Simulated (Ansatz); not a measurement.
# Mo (Im-3m): thermal expansion from first principles

Aim: the lattice, expansion, heat capacity and bulk modulus of Mo as it warms.

Program: Ansatz 0.2.0. Level of theory: DFT PBEsol, scalar-relativistic, plane waves, PAW; PAW set soft_1. Results are calculated unless marked as measured.

## Step 1: The starting structure

The structure is cubic, space group Im-3m (No. 229). Conventional cell: a = 3.147 Å, b = 3.147 Å, c = 3.147 Å, α = 90.00°, β = 90.00°, γ = 90.00°. Nearest to Mo lie 8 Mo at 2.73 Å.

As a file:

```cif
data_structure
_symmetry_space_group_name_H-M 'P 1'
_symmetry_Int_Tables_number 1
_cell_length_a 2.7252
_cell_length_b 2.7252
_cell_length_c 2.7252
_cell_angle_alpha 109.471
_cell_angle_beta 109.471
_cell_angle_gamma 109.471
_cell_volume 15.58
loop_
_atom_site_label
_atom_site_type_symbol
_atom_site_fract_x
_atom_site_fract_y
_atom_site_fract_z
_atom_site_occupancy
Mo1 Mo 0.00000 0.00000 0.00000 1
```

## Step 2: Probe on a coarse mesh

A cheap single point shows whether the cell is a metal or an insulator and how far it is from rest; that sets the k-mesh and the occupations of what follows.

The input, input.yaml:

```yaml
crystal:
  lattice:
    - [-1.573415, 1.573415, 1.573415]
    - [1.573415, -1.573415, 1.573415]
    - [1.573415, 1.573415, -1.573415]
  atoms:
    - { symbol: Mo, position: [0.0, 0.0, 0.0] }
kpoints:
  mp_grid: { grid: [8, 8, 8] }
hamiltonian:
  xc: pbesol
  pseudopotentials: { kind: paw, azcp: { folder: soft_1 }, xc_functional: pbe }
scf:
  occupations: { method: gaussian, width: 0.1 }
  lower_state_search: "off"
output:
  forces: true
  stress: true
  eigenvalues: true
```

Command:

```sh
> ansatz run input.yaml --threads 8 --pin off --max-ram 16384MiB --backend cpu --events-out ev --progress --plain --runs-dir out
```

Numbers of over 12 decimals in the logs are rounded to 6 here.

The log of the run:

```text
Engine: ansatz 0.2.0, aarch64-unknown-linux-gnu
Pseudopotentials: kind: paw
Pseudopotential: Mo, paw, valence charge 14, recommended cutoff 420 eV (normal), soft_1/Mo.paw.azcp
Functional definition: PBEsol
  exchange = pbesol_x
  correlation = pbesol_c
Crystal: 1 atoms, lattice volume = 15.581 Å³
Basis set: ecut = 420 eV, 321 PW (Γ), exchange–correlation on 40×40×40 points (8 copies of the dense FFT grid, shifted against one another)
Bands: 11, of which v1, the nominal top of the filled ones, is band 7 counted from 1 (6 counted from 0)
Symmetry: 48 space group operations
Space group: Im-3m (ITA 229), of the structure as read, at distance tolerance 2.5e-5 Å
k-points: 29 of 512
Non-local potential: Mo, projectors of the file, l = 0: 3, l = 1: 2, l = 2: 2, l = 3: 1
PAW form: soft (Blöchl's): semilocal exchange-correlation on the pseudo side does not see the compensation charge
PAW frozen core: Mo, regenerated for the run's functional, and the local potential with it (the file was generated under x = pbe(κ = 0.804, μ = 0.219515), c = pbe(β = 0.066725))
PAW one-centre angular grid: Mo, 590 points (default); XC on 64 Gauss nodes
Initial density: superposition of atomic densities (chi_scale 0.1, normalization cell)
Initial wavefunctions: pseudopotential atomic-orbital guess
Functional: x = pbesol(κ = 0.804, μ = 0.123457), c = pbesol(β = 0.046)
SCF iter   1: F=—  HF=-4898.217886 eV  |F-HF|=—  |Δ(HF+E_count)|=         —  Δρ=1.12e-1  dr2=1.95e0  ethr=3.10e-3  ⟨swp⟩=5.0  Hψ=1763  notcnv=0
preconditioner: auto → none  [insulator: Δε(μ)=0.469 eV  Ē_g=8.706 eV  σ=0.100 eV  W_gap=1.00  n_scr=0 (ndim 8)  ℏωp=23.0 eV  f_vac=0.000  D(μ)=0.00/eV (n_scr^D=0)  ε∞_Penn≈8.0]
SCF iter   2: F=—  HF=-4897.490488 eV  |F-HF|=—  |Δ(HF+E_count)|=   7.27e-1  Δρ=3.23e-2  dr2=5.47e-2  ethr=3.10e-3  ⟨swp⟩=2.1  Hψ=845  notcnv=0  defer=4
SCF iter   3: F=—  HF=-4897.479620 eV  |F-HF|=—  |Δ(HF+E_count)|=   1.09e-2  Δρ=1.34e-2  dr2=9.20e-3  ethr=3.90e-4  ⟨swp⟩=1.0  Hψ=339  notcnv=0  defer=4
SCF iter   4: F=—  HF=-4897.477795 eV  |F-HF|=—  |Δ(HF+E_count)|=   1.83e-3  Δρ=4.18e-4  dr2=6.86e-6  ethr=6.57e-5  ⟨swp⟩=1.1  Hψ=323  notcnv=0  defer=4
SCF iter   5: F=—  HF=-4897.477834 eV  |F-HF|=—  |Δ(HF+E_count)|=   3.98e-5  Δρ=1.21e-4  dr2=4.81e-7  ethr=4.90e-8  ⟨swp⟩=2.1  Hψ=519  notcnv=0  defer=4
SCF iter   6: F=-4897.477834 eV  HF=-4897.477834 eV  |F-HF|=3.15e-8  |Δ(HF+E_count)|=   1.35e-7  Δρ=3.41e-5  dr2=5.19e-8  ethr=7.14e-10  ⟨swp⟩=5.5  Hψ=1578  notcnv=0
SCF 1 converged in 6 iterations: F = -4897.477834 eV  dr2 = 5.19e-8
  greatest PAW one-centre occupation: 0.999 electrons in one spin orbital (limit 2), on the Mo atom at site 0 (counted from 0), in its partial waves of l = 0
SCF converged after 6 iterations
Free energy (F): -4897.477834 eV
Harris-Foulkes:  -4897.477834 eV  (|F-HF|=3.15e-8)
Internal energy: -4897.473496 eV  (E = F + TS)
E sigma→0 (E₀):  -4897.475665 eV
Entropy (-TS):   -0.004339 eV (-4.339 meV/atom)
Fermi energy:    20.889066 eV
--- Per-component energies (eV) ---
  E_band       = -55.657935
  E_kinetic    = 422.226141
  E_local      = -768.857214  (includes V_loc(G=0)·N_el)
  E_nonlocal   = 149.778702
  E_hartree    = 260.658041
  E_xc         = -175.310114
  E_vxc        = -219.343604  (∫ρ·V_xc dr)
  E_paw        = -3154.199609  (= ΣΔE_a)
  E_vpaw       = -160.774696  (= ΣTr[D̂ρ^β])
  E_aug_tail   = 0.000044  (compensation charges beyond the density's cutoff)
  E_ewald      = -1631.978787
  E_core_change = 0.209300  (= ΣΔE_core)
  E_smearing   = -0.004339  (= −TS)
  E_closure    = 0.000000  (closes the sum)
  Σ components = -4897.477834   (vs F -4897.477834, Δ=0.00e0)
--- Forces (eV/Å), atoms counted from 1 ---
  atom   1  Mo    -0.00000000     0.00000000    -0.00000000
  max |Σ_I F_I| component: 3.29e-32 eV/Å
--- Stress (GPa, compression-positive) ---
       -3.822675      -0.000000       0.000000
        0.000000      -3.822675       0.000000
       -0.000000      -0.000000      -3.822675
  P = ⅓ Tr σ = -3.8227 GPa (-38.227 kbar)
--- Band table (eV; the first three rows and the last of 29) ---
  k-point 0: bands = [... 3 lower, -13.4521, 13.7401, 19.6475, 19.6475, 19.6475, 22.6694, 22.6694, 35.6977]
  k-point 1: bands = [... 3 lower, -13.4538, 14.4027, 19.2813, 19.5562, 20.2935, 22.2334, 22.6885, 36.1149]
  k-point 2: bands = [... 3 lower, -13.4580, 15.7176, 18.5075, 19.4414, 22.0858, 22.1448, 22.8334, 35.7204]
  k-point 28: bands = [... 3 lower, -14.4326, 15.5332, 15.5332, 25.0414, 25.0414, 25.0414, 30.0629, 30.0629]
```

Wall time 0.79 s (8 threads of Arm Neoverse V1, shared host); peak memory 0.26 GiB; 1.3 s of CPU time.

In the SCF lines HF is the Harris–Foulkes energy and dr2 the Hartree energy of the density residual, in eV; the loop may stop once dr2 is under the threshold and the program's other checks hold. Hψ counts applications of the Hamiltonian.

This step gave:

| Quantity | Value |
| --- | --- |
| pressure | -3.823 GPa |
| volume per atom | 15.58 Å³/atom |
| gap on the k-mesh | 0 eV |

The start is under -3.8 GPa at this level and looks like a metal on this mesh.

## Step 3: Finding the static equilibrium

The vibrations must be taken about the equilibrium of this functional, not about the starting cell, so the structure is relaxed.

Changes to input.yaml since step 2:

```diff
@@ -8,3 +8,3 @@
 kpoints:
-  mp_grid: { grid: [8, 8, 8] }
+  mp_grid: { grid: [18, 18, 18] }
 hamiltonian:
@@ -19 +19,6 @@
   eigenvalues: true
+relax:
+  adjacent_minimum: "off"
+  f_tol: 0.005
+  max_steps: 80
+  cell: { stress_tol: 0.05 }
```

The log of the run:

```text
[...]
Crystal: 1 atoms, lattice volume = 15.581 Å³
Basis set: ecut = 420 eV, 321 PW (Γ), exchange–correlation on 40×40×40 points (8 copies of the dense FFT grid, shifted against one another)
Bands: 11, of which v1, the nominal top of the filled ones, is band 7 counted from 1 (6 counted from 0)
Symmetry: 48 space group operations
[...]
k-points: 195 of 5832
[...]
SCF iter   1: F=—  HF=-4898.221642 eV  |F-HF|=—  |Δ(HF+E_count)|=         —  Δρ=1.11e-1  dr2=1.92e0  ethr=3.10e-3  ⟨swp⟩=5.0  Hψ=11957  notcnv=0
[...]
SCF iter   6: F=-4897.498628 eV  HF=-4897.498628 eV  |F-HF|=2.51e-8  |Δ(HF+E_count)|=   1.21e-7  Δρ=3.15e-5  dr2=4.22e-8  ethr=7.14e-10  ⟨swp⟩=5.0  Hψ=10118  notcnv=0
SCF 1 converged in 6 iterations: F = -4897.498628 eV  dr2 = 4.22e-8
[...]
relax step   1: F+E_penalty+E_count = -4897.49862779 eV  Δ(F+E_penalty+E_count) = +0.000e0 eV  max|allowed force component| = 0.000e0 eV/Å  Δτ_max = 0.0000 Å  P = -4.510 GPa  Ω = 15.581 Å³  (6 SCF iters, dr2 threshold 1.00e-7 eV, accepted)
Crystal: 1 atoms, lattice volume = 14.822 Å³
[...]
iter 1 solved again at ethr=3.81e-6 eV; its pass at ethr=3.10e-3 eV (dr2=5.33e-4 eV) is discarded
[...]
SCF iter   5: F=-4897.487104 eV  HF=-4897.487104 eV  |F-HF|=8.26e-10  |Δ(HF+E_count)|=   1.09e-9  Δρ=9.53e-6  dr2=5.00e-9  ethr=2.34e-10  ⟨swp⟩=2.0  Hψ=6447  notcnv=0
SCF 2 converged in 5 iterations: F = -4897.487104 eV  dr2 = 5.00e-9
relax step   2: F+E_penalty+E_count = -4897.48710389 eV  Δ(F+E_penalty+E_count) = +1.152e-2 eV  max|allowed force component| = 0.000e0 eV/Å  Δτ_max = 0.0000 Å  P = +10.063 GPa  Ω = 14.822 Å³  energy of the carried Pulay correction = +1.093e-4 eV  (5 SCF iters, dr2 threshold 1.00e-7 eV, rejected (line search))
Crystal: 1 atoms, lattice volume = 15.338 Å³
[...]
SCF iter   7: F=-4897.502321 eV  HF=-4897.502321 eV  |F-HF|=1.82e-12  |Δ(HF+E_count)|=  2.73e-12  Δρ=4.96e-8  dr2=1.06e-13  ethr=1.00e-12  ⟨swp⟩=4.4  Hψ=7167  notcnv=0
SCF 3 converged in 7 iterations: F = -4897.502321 eV  dr2 = 1.06e-13
relax step   3: F+E_penalty+E_count = -4897.50232071 eV  Δ(F+E_penalty+E_count) = -3.693e-3 eV  max|allowed force component| = 0.000e0 eV/Å  Δτ_max = 0.0000 Å  P = -0.255 GPa  Ω = 15.338 Å³  energy of the carried Pulay correction = +3.441e-5 eV  (7 SCF iters, accepted)
[...]
relax step   4: F+E_penalty+E_count = -4897.50233381 eV  Δ(F+E_penalty+E_count) = -1.310e-5 eV  max|allowed force component| = 0.000e0 eV/Å  Δτ_max = 0.0000 Å  P = +0.008 GPa  Ω = 15.324 Å³  energy of the carried Pulay correction = +3.645e-5 eV  (2 SCF iters, dr2 threshold 1.00e-7 eV, accepted)
[...]
SCF iter   4: F=-4897.502296 eV  HF=-4897.502296 eV  |F-HF|=5.46e-12  |Δ(HF+E_count)|=  2.27e-11  Δρ=3.83e-7  dr2=5.26e-12  ethr=1.00e-12  ⟨swp⟩=5.0  Hψ=7694  notcnv=0
SCF 5 converged in 4 iterations: F = -4897.502296 eV  dr2 = 5.26e-12
relax step   5: F+E_penalty+E_count = -4897.50229608 eV  Δ(F+E_penalty+E_count) = +3.773e-5 eV  max|allowed force component| = 0.000e0 eV/Å  Δτ_max = 0.0000 Å  P = +0.009 GPa  Ω = 15.324 Å³  stress off target by 9.34e-3 GPa  SCF on the basis re-selected at this cell (its energy is not comparable with the rows above)  (4 SCF iters)
basis re-selected at this cell: Δ(F+E_penalty+E_count) = +3.773e-5 eV, ΔP = +0.001 GPa vs the last step (what re-selecting the basis moved, of the pressure what is left beyond the Pulay correction that the steps carried, after the strain that the cell walked since its last selection, with what the two solves' SCF thresholds leave and, on support functions, any second-order correction that the steps lacked; it is no measure of the basis error at this ecutwfc). This SCF's stress stands 9.34e-3 GPa from its target on what of the cell is left free (relax.cell.stress_tol is 5.00e-2 GPa) and its largest allowed force component is 0.00e0 eV/Å (relax.f_tol is 5.00e-3 eV/Å): [rest of the remark cut]
SCF converged after 4 iterations
Free energy (F): -4897.502296 eV
[...]
Internal energy: -4897.499958 eV  (E = F + TS)
E sigma→0 (E₀):  -4897.501127 eV
Entropy (-TS):   -0.002338 eV (-2.338 meV/atom)
Fermi energy:    21.456518 eV
[...]
--- Stress (GPa, compression-positive) ---
        0.009337      -0.000000       0.000000
       -0.000000       0.009337       0.000000
       -0.000000      -0.000000       0.009337
  P = ⅓ Tr σ = 0.0093 GPa (0.093 kbar)
--- Band table (eV; the first three rows and the last of 195) ---
  k-point 0: bands = [... 3 lower, -12.9957, 14.0983, 20.0309, 20.0309, 20.0309, 23.1163, 23.1163, 36.1303]
  k-point 1: bands = [... 3 lower, -12.9960, 14.2387, 19.9506, 20.0182, 20.1633, 22.9955, 23.1183, 36.2373]
  k-point 2: bands = [... 3 lower, -12.9972, 14.6390, 19.7279, 19.9616, 20.5550, 22.7308, 23.1295, 36.4966]
  k-point 194: bands = [... 3 lower, -14.0266, 15.8170, 15.8170, 25.5557, 25.5557, 25.5557, 30.6065, 30.6065]
--- Relaxed structure (4 steps of the walk, 3 accepted, 1 SCFs on fresh bases) ---
  F+E_penalty+E_count = -4897.50229608 eV   max|allowed force component| = 0.000e0 eV/Å   (the final SCF, on the basis selected at the relaxed cell)
  cell:  # Å, volume = 15.3235 Å³
    - [-1.564706, 1.564706, 1.564706]
    - [1.564706, -1.564706, 1.564706]
    - [1.564706, 1.564706, -1.564706]
  atoms:
    - { symbol: Mo, position: [0.0, 0.0, 0.0] }
```

It took 2 s on 8 threads; peak memory 0.33 GiB; 12 s of CPU time.

The steps of the relaxation:

```
step  energy less that of the first step (eV)  largest force component (eV/Å)  pressure (GPa)  volume (Å³)
   1                                   0.0000                          0.0000           -4.51        15.58
   2                                   0.0115                          0.0000           10.06        14.82
   3                                  -0.0037                          0.0000           -0.25        15.34
   4                                  -0.0037                          0.0000            0.01        15.32
  5*                                  -0.0037                          0.0000            0.01        15.32
```

Relaxation steps marked * repeat the geometry before them on a plane-wave basis chosen anew for their cell, so energy and pressure can jump there. Relaxation step 2 was tried and not accepted.

```
conventional cell, symmetrised  before  after  change
                         a (Å)   3.147  3.129  -0.6 %
                         b (Å)   3.147  3.129  -0.6 %
                         c (Å)   3.147  3.129  -0.6 %
              volume (Å³/atom)   15.58  15.32  -1.7 %
```

Final coordinates:

```xyz
1
Lattice="-1.5647 1.5647 1.5647 1.5647 -1.5647 1.5647 1.5647 1.5647 -1.5647" Properties=species:S:1:pos:R:3 pbc="T T T"
Mo    0.0000    0.0000    0.0000
```

Numbers from this step:

```yaml
pressure: 0.009337 GPa
volume_per_atom: 15.32 Å³/atom
```

The relaxation ends with a pressure of 0.01 GPa.

## Step 4: Tight relaxation

The relaxation is repeated with tighter thresholds on force and stress, since phonons are sensitive to what is left; a change of mesh or smearing in the input moves the cell too.

input.yaml, the sections that differ from step 3:

```yaml
crystal:
  lattice:
    - [-1.5647056952, 1.5647056952, 1.5647056952]
    - [1.5647056952, -1.5647056952, 1.5647056952]
    - [1.5647056952, 1.5647056952, -1.5647056952]
  atoms:
    - { symbol: Mo, position: [0.0, 0.0, 0.0] }
kpoints:
  mp_grid: { grid: [20, 20, 20] }
scf:
  occupations: { method: methfessel_paxton, width: 0.2 }
  lower_state_search: "off"
relax:
  adjacent_minimum: "off"
  f_tol: 0.001
  max_steps: 60
  cell: { stress_tol: 0.01 }
# hamiltonian, output: as in step 3
```

The log of the run:

```text
[...]
Crystal: 1 atoms, lattice volume = 15.324 Å³
Basis set: ecut = 420 eV, 321 PW (Γ), exchange–correlation on 40×40×40 points (8 copies of the dense FFT grid, shifted against one another)
Bands: 11, of which v1, the nominal top of the filled ones, is band 7 counted from 1 (6 counted from 0)
Symmetry: 48 space group operations
[...]
k-points: 256 of 8000
[...]
k-point 255: bands = [... 3 lower, -14.0463, 15.8047, 15.8047, 25.5322, 25.5322, 25.5322, 30.5842, 30.5842]
--- Relaxed structure (3 steps of the walk, 2 accepted, 1 SCFs on fresh bases) ---
[...]
cell:  # Å, volume = 15.3337 Å³
    - [-1.565051, 1.565051, 1.565051]
    - [1.565051, -1.565051, 1.565051]
    - [1.565051, 1.565051, -1.565051]
  atoms:
    - { symbol: Mo, position: [0.0, 0.0, 0.0] }
[key lines of the parts left out:]
SCF converged after 3 iterations
Free energy (F): -4897.504207 eV
Fermi energy:    21.438381 eV
P = ⅓ Tr σ = 0.0006 GPa (0.006 kbar)
```

Run time: 1.9 s. Hardware: 8 threads; peak memory 0.35 GiB; 12 s of CPU time.

Little changed from the start: no atom moved by 0.005 Å and no cell edge by 0.1 %.

Numbers from this step:

```yaml
pressure: 6.32e-4 GPa
volume_per_atom: 15.33 Å³/atom
```

The residual pressure is 6.3e-4 GPa, small enough for phonons.

(Continued in part 2 of 2.)

[Logs are printed without paths, hosts, clocks, repeated set-up lines and the standing remarks that a program may print on its own settings, such as how far it seeks lower states.]

[Hosts, paths, dates, database ids (printed as entryN), source tags and the programs' standing remarks are cut or masked in the printed files.]

[A step with changed settings may run another functional than the one named; its input shows which.]
